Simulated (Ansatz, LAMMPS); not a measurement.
## Amorphous polyacrylonitrile (as short chains C14N4H18) at 480 K (108 atoms): support functions against a reference

Wanted: errors and times of a linear-scaling basis for amorphous polyacrylonitrile (as short chains C14N4H18) at 480 K (108 atoms). A setting counts as converged where the r.m.s. difference of forces stays under 1 % of the r.m.s. force.

Main program and level: Ansatz 0.2.0; Kohn-Sham DFT, PBE+D3(BJ), PAW (set soft_2), plane waves.

Report form: inputs, costs, results and the conclusion, without the logs.

## 1. The starting structure

The cell holds 108 atoms: 42 C, 12 N and 54 H. Cell: a = 10.691 Å, b = 10.691 Å, c = 10.691 Å, α = 90.0°, β = 90.0°, γ = 90.0°. 3 polyacrylonitrile chains of 4 units with methyl end groups placed at random, at 0.988 g/cm³; overlaps pushed apart, then 20 ps at 800 K with MMFF94 bonds, angles, torsions, charges and radii (Halgren, J. Comput. Chem. 17, 490 (1996)) in harmonic and 12-6 forms. Snapshot after 30 ps at 480 K and fixed volume.

Before any run, some limits are plain. The network of contacts between molecules at the start is that of the classical potential that made the cell, and needn't be the one that DFT or experiment would give. The density was typed from a rule of thumb and may lie off the real one at this temperature. Sampling is at Γ alone, for a cell whose shortest periodic width is 11 Å.

## 2. How the cell was made

A classical potential supplies the starting structure, since it reaches far longer times than DFT.

This step: classical MD, MMFF94 bonds, angles, torsions, charges and radii (Halgren, J. Comput. Chem. 17, 490 (1996)) in harmonic and 12-6 forms; charges of ions scaled by 0.8 (LAMMPS 22 Jul 2025 - Update 4).

in.lmp reads:

```
# amorphous polyacrylonitrile
units real
atom_style full
boundary p p p
bond_style harmonic
angle_style harmonic
dihedral_style opls
improper_style harmonic
special_bonds lj 0 0 0.5 coul 0 0 0.75
read_data data.lmp
neigh_modify delay 0 every 1 check yes one 4000
comm_modify cutoff 12.0
timestep 0.5
thermo_style custom step time temp pe press density
thermo_modify norm yes
# push overlapping molecules apart
pair_style soft 2.6
pair_coeff * * 0.0
variable a equal ramp(1,60)
fix ad all adapt 1 pair soft a * * v_a
velocity all create 800 652225 mom yes dist gaussian
fix lim all nve/limit 0.03
fix lan all langevin 800 800 50 652226 zero yes
thermo 1000
run 3000 post no
unfix ad
pair_style lj/cut/coul/long 9.0
pair_modify mix arithmetic tail yes
pair_coeff 1 1 0.0678 3.3680   # C
pair_coeff 2 2 0.0678 3.5530   # C
pair_coeff 3 3 0.0721 3.3270   # N
pair_coeff 4 4 0.0216 2.5400   # H
kspace_style pppm 1.0e-4
thermo 100
# [... 16 lines left out ...]
compute msd all msd com yes
thermo 7500
fix md all nvt temp 480 480 100
run 30000 post no
print "== T480: mean square displacement over the hold $(c_msd[4]:%.2f) A^2"
unfix md
uncompute msd
write_dump all custom T480.dump id type xs ys zs modify sort id
```

Started as:

```sh
> lmp -in in.lmp -log none -nocite
```

Elapsed: 51 s, on 1 thread of Intel Xeon Platinum 8259CL at 2.50GHz (Skylake/Cascade Lake), shared host; peak memory 0.12 GiB.

The input also reads data.lmp (atoms, bonds and types; not printed here).

## 3. Plane-wave single point

This run is the reference for what follows, at a cutoff of 420 eV.

input.yaml reads:

```yaml
crystal:
  lattice:
    - [10.69066, 0.0, 0.0]
    - [0.0, 10.69066, 0.0]
    - [0.0, 0.0, 10.69066]
  atoms:
    - { symbol: C, position: [0.61367, 0.58612, 0.37434] }
    - { symbol: C, position: [0.55196, 0.69565, 0.45457] }
    - { symbol: C, position: [0.60476, 0.72711, 0.58412] }
    - { symbol: C, position: [0.72825, 0.78028, 0.5669] }
    - { symbol: "N", position: [0.82745, 0.81065, 0.53241] }
    - { symbol: C, position: [0.62204, 0.60567, 0.66072] }
    - { symbol: C, position: [0.64103, 0.61769, 0.80096] }
    - { symbol: C, position: [0.68907, 0.50111, 0.86054] }
    - { symbol: "N", position: [0.72384, 0.4113, 0.90861] }
    - { symbol: C, position: [0.72484, 0.73147, 0.83539] }
    - { symbol: C, position: [0.73949, 0.74834, 0.97922] }
    - { symbol: C, position: [0.61806, 0.74475, 0.04663] }
    - { symbol: "N", position: [0.52154, 0.73736, 0.09238] }
    - { symbol: C, position: [0.82593, 0.85284, 0.99748] }
    - { symbol: C, position: [0.8259, 0.91072, 0.12731] }
    - { symbol: C, position: [0.9079, 0.01698, 0.1185] }
    - { symbol: "N", position: [0.99433, 0.08114, 0.0888] }
    - { symbol: C, position: [0.89252, 0.8177, 0.22164] }
    - { symbol: H, position: [0.63255, 0.50379, 0.43889] }
    - { symbol: H, position: [0.54239, 0.5526, 0.30882] }
    - { symbol: H, position: [0.70314, 0.60977, 0.31872] }
    - { symbol: H, position: [0.55877, 0.7839, 0.39761] }
    - { symbol: H, position: [0.45091, 0.67615, 0.46787] }
    - { symbol: H, position: [0.54828, 0.79703, 0.63492] }
    - { symbol: H, position: [0.54238, 0.54133, 0.64697] }
    - { symbol: H, position: [0.70102, 0.55674, 0.61516] }
    - { symbol: H, position: [0.55458, 0.63604, 0.85014] }
    - { symbol: H, position: [0.83042, 0.71989, 0.79767] }
    - { symbol: H, position: [0.68313, 0.81366, 0.80057] }
    - { symbol: H, position: [0.79751, 0.67349, 0.01725] }
    - { symbol: H, position: [0.79448, 0.93428, 0.93222] }
    - { symbol: H, position: [0.91473, 0.83081, 0.95892] }
    - { symbol: H, position: [0.73816, 0.94026, 0.17146] }
    - { symbol: H, position: [0.94924, 0.75103, 0.16802] }
    - { symbol: H, position: [0.81744, 0.77763, 0.28637] }
    - { symbol: H, position: [0.95285, 0.87029, 0.28416] }
    - { symbol: C, position: [0.60058, 0.20912, 0.53984] }
    - { symbol: C, position: [0.72434, 0.15529, 0.57374] }
    - { symbol: C, position: [0.77067, 0.20785, 0.70348] }
    - { symbol: C, position: [0.69194, 0.14138, 0.79606] }
    - { symbol: "N", position: [0.62783, 0.09758, 0.87267] }
    - { symbol: C, position: [0.90757, 0.18593, 0.72695] }
    - { symbol: C, position: [0.97115, 0.06197, 0.67558] }
    - { symbol: C, position: [0.02813, 0.06915, 0.54844] }
    - { symbol: "N", position: [0.07575, 0.07783, 0.44985] }
    - { symbol: C, position: [0.07277, 0.01684, 0.76369] }
    - { symbol: C, position: [0.15878, 0.90903, 0.73033] }
    - { symbol: C, position: [0.26264, 0.95126, 0.65442] }
    - { symbol: "N", position: [0.35327, 0.97617, 0.59766] }
    - { symbol: C, position: [0.08664, 0.78808, 0.68507] }
    - { symbol: C, position: [0.15889, 0.66811, 0.68471] }
    - { symbol: C, position: [0.0742, 0.56634, 0.66399] }
    - { symbol: "N", position: [0.99749, 0.49328, 0.64241] }
    - { symbol: C, position: [0.25991, 0.65375, 0.58683] }
    - { symbol: H, position: [0.56619, 0.14613, 0.46916] }
    - { symbol: H, position: [0.6099, 0.30585, 0.49616] }
    - { symbol: H, position: [0.54374, 0.20784, 0.6287] }
    - { symbol: H, position: [0.79197, 0.1821, 0.50022] }
    - { symbol: H, position: [0.71067, 0.05655, 0.58344] }
    - { symbol: H, position: [0.76039, 0.30737, 0.71982] }
    - { symbol: H, position: [0.90818, 0.19504, 0.83176] }
    - { symbol: H, position: [0.95446, 0.2653, 0.67281] }
    - { symbol: H, position: [0.90768, 0.98214, 0.68047] }
    - { symbol: H, position: [0.02783, 0.9991, 0.85014] }
    - { symbol: H, position: [0.12824, 0.0941, 0.78383] }
    - { symbol: H, position: [0.20049, 0.87638, 0.81603] }
    - { symbol: H, position: [0.05218, 0.79924, 0.58981] }
    - { symbol: H, position: [0.00372, 0.76425, 0.73234] }
    - { symbol: H, position: [0.20703, 0.65329, 0.76758] }
    - { symbol: H, position: [0.20916, 0.65525, 0.4984] }
    - { symbol: H, position: [0.33396, 0.7148, 0.60015] }
    - { symbol: H, position: [0.30051, 0.56323, 0.60713] }
    - { symbol: C, position: [0.89934, 0.41959, 0.26098] }
    - { symbol: C, position: [0.03185, 0.47984, 0.2551] }
    - { symbol: C, position: [0.10875, 0.44184, 0.13818] }
    - { symbol: C, position: [0.06181, 0.52826, 0.04789] }
    - { symbol: "N", position: [0.03154, 0.60332, 0.97511] }
    - { symbol: C, position: [0.2453, 0.47172, 0.16851] }
    [... 24 atom lines left out ...]
    - { symbol: H, position: [0.29124, 0.99692, 0.00783] }
    - { symbol: H, position: [0.43661, 0.9584, 0.0711] }
    - { symbol: H, position: [0.22514, 0.06774, 0.22543] }
    - { symbol: H, position: [0.41638, 0.06786, 0.35085] }
    - { symbol: H, position: [0.37357, 0.91149, 0.37272] }
    - { symbol: H, position: [0.4899, 0.95624, 0.27051] }
kpoints:
  mp_grid: { grid: [1, 1, 1] }
hamiltonian:
  xc: pbe
  dispersion: d3bj
scf:
  occupations: { method: fixed }
output:
  forces: true
  stress: true
  populations: true
  dos:
    method: { smearing: { sigma: 0.15 } }
    de: 0.1
    projected: { site_lists: { C: [C], H: [H], "N": ["N"] } }
  eigenvalues: true
  write_density: true
  write_potential: true
  volumetric_format: npy
  elf: true
```

Started as:

```sh
> ansatz run input.yaml --threads 4 --pin off --max-ram 8192MiB --backend cpu --events-out ev --progress --plain --runs-dir out
```

Wall time 10 s (4 threads of Intel Xeon Platinum 8259CL at 2.50GHz (Skylake/Cascade Lake), shared host); peak memory 1.2 GiB; 36 s of CPU time.

The program notes that the exchange-correlation potential is rough where the density is thin.

Numbers from this run:

- free energy: -16005.1200 eV
- free energy per atom: -148.1956 eV/atom
- SCF cycles: 10
- pressure: 1.347 GPa
- r.m.s. force component: 1.059 eV/Å
- longest force: 5.266 eV/Å
- Fermi energy: -2.316 eV
- gap (highest filled to lowest empty level): 5.884 eV
- spilling of the projection: 0.01269

The r.m.s. force component of 1.1 eV/Å and the pressure of 1.3 GPa set the scale for the differences below.

## 4. Support functions medium

The cell is solved in localised support functions.

This step: Kohn-Sham DFT, PBE+D3(BJ), PAW (set soft_2), localised support functions (medium) (Ansatz 0.2.0).

input.yaml, the sections that differ from step 3:

```yaml
scf:
  occupations: { method: fixed }
  eigensolver: { kind: { support_functions: { accuracy: medium } } }
  max_iter: 150
output:
  forces: true
  eigenvalues: true
# crystal, kpoints, hamiltonian: as in step 3
```

Elapsed: 64 s, on 4 threads; peak memory 2.5 GiB.

The program notes that the band table was not solved further than the SCF left it and it switched symmetry off.

Keys that differ from the reference: support_functions.accuracy = "medium" and scf.max_iter = 150.

Forces differ from the reference by 6.6 meV/Å r.m.s., 0.62 % of their size, within a tolerance of 1 %; the energy by -3.7 meV/atom. It took roughly 6.3 times the reference's time (one timing each, with unlike analyses asked), in 14 cycles against 10.

## 5. Support functions low

This step: Kohn-Sham DFT, PBE+D3(BJ), PAW (set soft_2), localised support functions (low) (Ansatz 0.2.0).

input.yaml, the sections that differ from step 4:

```yaml
scf:
  occupations: { method: fixed }
  eigensolver: { kind: { support_functions: { accuracy: low } } }
  max_iter: 150
# crystal, kpoints, hamiltonian, output: as in step 4
```

Elapsed: 59 s, on 4 threads; peak memory 2.4 GiB; 3.7 min of CPU time.

Keys that differ from the reference: support_functions.accuracy = "low" and scf.max_iter = 150.

Forces differ from the reference by 6.6 meV/Å r.m.s., 0.62 % of their size, within a tolerance of 1 %; the energy by -3.7 meV/atom. It took roughly 5.8 times the reference's time (one timing each, with unlike analyses asked), in 12 cycles against 10.

## 6. Support functions high

With localised support functions most steps grow linearly with size, though the diagonalisation grows faster unless the density matrix is cut; this run measures error and cost at this size.

This step: Kohn-Sham DFT, PBE+D3(BJ), PAW (set soft_2), localised support functions (high) (Ansatz 0.2.0).

input.yaml, the sections that differ from step 5:

```yaml
scf:
  occupations: { method: fixed }
  eigensolver: { kind: { support_functions: { accuracy: high } } }
  max_iter: 150
# crystal, kpoints, hamiltonian, output: as in step 5
```

Run time: 3.9 min. Hardware: 4 threads; peak memory 5.5 GiB.

Keys that differ from the reference: support_functions.accuracy = "high" and scf.max_iter = 150.

Forces differ from the reference by 6.4 meV/Å r.m.s., 0.61 % of their size, within a tolerance of 1 %; the energy by -3.7 meV/atom. It took roughly 23 times the reference's time (one timing each, with unlike analyses asked), in 18 cycles against 10.

## 7. Support functions medium, radius 3.35 Å

The radius confines each support function; a larger one gives more freedom and more work per atom.

This step: Kohn-Sham DFT, PBE+D3(BJ), PAW (set soft_2), localised support functions (medium) (Ansatz 0.2.0).

input.yaml, the sections that differ from step 6:

```yaml
scf:
  occupations: { method: fixed }
  eigensolver: { kind: { support_functions: { accuracy: medium, radius: 3.35 } } }
  max_iter: 150
# crystal, kpoints, hamiltonian, output: as in step 6
```

It took 60 s on 4 threads; peak memory 2.4 GiB.

Keys that differ from the reference: support_functions.accuracy = "medium", support_functions.radius = 3.35 and scf.max_iter = 150.

Forces differ from the reference by 6.6 meV/Å r.m.s., 0.62 % of their size, within a tolerance of 1 %; the energy by -3.7 meV/atom. It took roughly 5.9 times the reference's time (one timing each, with unlike analyses asked), in 14 cycles against 10.

## 8. Support functions medium, radius 3.63 Å

input.yaml, the sections that differ from step 7:

```yaml
scf:
  occupations: { method: fixed }
  eigensolver: { kind: { support_functions: { accuracy: medium, radius: 3.63 } } }
  max_iter: 150
# crystal, kpoints, hamiltonian, output: as in step 7
```

Elapsed: 67 s, on 4 threads; peak memory 2.6 GiB.

Keys that differ from the reference: support_functions.accuracy = "medium", support_functions.radius = 3.63 and scf.max_iter = 150.

Forces differ from the reference by 6.6 meV/Å r.m.s., 0.62 % of their size, within a tolerance of 1 %; the energy by -3.7 meV/atom. It took roughly 6.6 times the reference's time (one timing each, with unlike analyses asked), in 14 cycles against 10.

## 9. Support functions medium, radius 3.87 Å

input.yaml, the sections that differ from step 8:

```yaml
scf:
  occupations: { method: fixed }
  eigensolver: { kind: { support_functions: { accuracy: medium, radius: 3.87 } } }
  max_iter: 150
# crystal, kpoints, hamiltonian, output: as in step 8
```

Run time: 74 s. Hardware: 4 threads; peak memory 2.9 GiB; 4.7 min of CPU time.

Keys that differ from the reference: support_functions.accuracy = "medium", support_functions.radius = 3.87 and scf.max_iter = 150.

Forces differ from the reference by 6.6 meV/Å r.m.s., 0.62 % of their size, within a tolerance of 1 %; the energy by -3.7 meV/atom. It took roughly 7.3 times the reference's time (one timing each, with unlike analyses asked), in 14 cycles against 10.

## 10. Support functions medium, radius 4.15 Å

input.yaml, the sections that differ from step 9:

```yaml
scf:
  occupations: { method: fixed }
  eigensolver: { kind: { support_functions: { accuracy: medium, radius: 4.15 } } }
  max_iter: 150
# crystal, kpoints, hamiltonian, output: as in step 9
```

Wall time 94 s (4 threads); peak memory 3.2 GiB.

Keys that differ from the reference: support_functions.accuracy = "medium", support_functions.radius = 4.15 and scf.max_iter = 150.

Forces differ from the reference by 6.6 meV/Å r.m.s., 0.62 % of their size, within a tolerance of 1 %; the energy by -3.7 meV/atom. It took roughly 9.2 times the reference's time (one timing each, with unlike analyses asked), in 14 cycles against 10.

## 11. Support functions medium, radius 4.67 Å

input.yaml, the sections that differ from step 10:

```yaml
scf:
  occupations: { method: fixed }
  eigensolver: { kind: { support_functions: { accuracy: medium, radius: 4.67 } } }
  max_iter: 150
# crystal, kpoints, hamiltonian, output: as in step 10
```

Run time: 2.3 min. Hardware: 4 threads; peak memory 4.1 GiB; 9.1 min of CPU time.

Keys that differ from the reference: support_functions.accuracy = "medium", support_functions.radius = 4.67 and scf.max_iter = 150.

Forces differ from the reference by 6.6 meV/Å r.m.s., 0.62 % of their size, within a tolerance of 1 %; the energy by -3.7 meV/atom. It took roughly 14 times the reference's time (one timing each, with unlike analyses asked), in 14 cycles against 10.

## 12. Support functions medium, radius 5.19 Å

input.yaml, the sections that differ from step 11:

```yaml
scf:
  occupations: { method: fixed }
  eigensolver: { kind: { support_functions: { accuracy: medium, radius: 5.19 } } }
  max_iter: 150
# crystal, kpoints, hamiltonian, output: as in step 11
```

Run time: 3.5 min. Hardware: 4 threads; peak memory 5.1 GiB.

Keys that differ from the reference: support_functions.accuracy = "medium", support_functions.radius = 5.19 and scf.max_iter = 150.

Forces differ from the reference by 6.6 meV/Å r.m.s., 0.62 % of their size, within a tolerance of 1 %; the energy by -3.7 meV/atom. It took roughly 21 times the reference's time (one timing each, with unlike analyses asked), in 14 cycles against 10.

## 13. Another setting: scf.occupations.method = "gaussian" and scf.occupations.width = 0.001

Changed here: scf.occupations.method = "gaussian" and scf.occupations.width = 0.001.

This step: Kohn-Sham DFT, PBE+D3(BJ), PAW (set soft_2), plane waves (Ansatz 0.2.0).

input.yaml, the sections that differ from step 12:

```yaml
scf:
  occupations: { method: gaussian, width: 0.001 }
output:
  forces: true
  stress: true
  populations: intrinsic
  dos:
    method: { smearing: { sigma: 0.1 } }
    de: 0.1
    projected: { site_lists: { C: [C], H: [H], "N": ["N"] } }
  eigenvalues: true
# crystal, kpoints, hamiltonian: as in step 12
```

It took 9.9 s on 4 threads; peak memory 1.2 GiB.

Forces differ from the reference by 0.002 meV/Å r.m.s., 2.0e-4 % of their size.

## 14. Cost against change

Differences are against the plane-wave reference (Kohn-Sham DFT, PBE+D3(BJ), PAW (set soft_2), plane waves), whose r.m.s. force component is 1.06 eV/Å. Energies are set beside the reference only for runs with its functional, potentials and electron count. Times are for 4 threads of Intel Xeon Platinum 8259CL at 2.50GHz (Skylake/Cascade Lake), shared host. The reference's time includes the DOS, ELF, the stress and grids, which some other runs skip.

```csv
run,"Δ force, r.m.s. (meV/Å)",share of r.m.s. force (%),Δ energy (meV/atom),Δ pressure (GPa),Δ gap (eV),cycles,time,host memory (GiB)
reference,-,-,-,-,-,10,10 s,1.2
support functions medium,6.57,0.620,-3.71,-,-1.0e-4,14,64 s,2.5
support functions low,6.61,0.624,-3.71,-,2.0e-4,12,59 s,2.4
support functions high,6.43,0.608,-3.72,-,-2.0e-4,18,3.9 min,5.5
"support functions medium, radius 3.35 Å",6.58,0.622,-3.71,-,-1.0e-4,14,60 s,2.4
"support functions medium, radius 3.63 Å",6.57,0.621,-3.71,-,-1.0e-4,14,67 s,2.6
"support functions medium, radius 3.87 Å",6.58,0.621,-3.71,-,-1.0e-4,14,74 s,2.9
"support functions medium, radius 4.15 Å",6.56,0.620,-3.71,-,-1.0e-4,14,94 s,3.2
"support functions medium, radius 4.67 Å",6.56,0.620,-3.71,-,-1.0e-4,14,2.3 min,4.1
"support functions medium, radius 5.19 Å",6.56,0.620,-3.71,-,0,14,3.5 min,5.1
scf.occupations.method = "gaussian" and scf.occupations.width = 0.001,0.002,2.0e-4,0,0,0,10,9.9 s,1.2
```

(Continued in part 2 of 2.)

[Long decimals in the printed logs are rounded to 6 places.]

[Logs are printed without paths, hosts, clocks, repeated set-up lines and the standing remarks that a program may print on its own settings, such as how far it seeks lower states.]

[Hosts, paths, dates, database ids (printed as entryN), source tags and the programs' standing remarks are cut or masked in the printed files.]

[The MMFF94 radii named for the starting cell were scaled by 0.96; in molecules described by MMFF94, hydrogen bound to N, O or S took a small fixed 12-6 site in their place.]
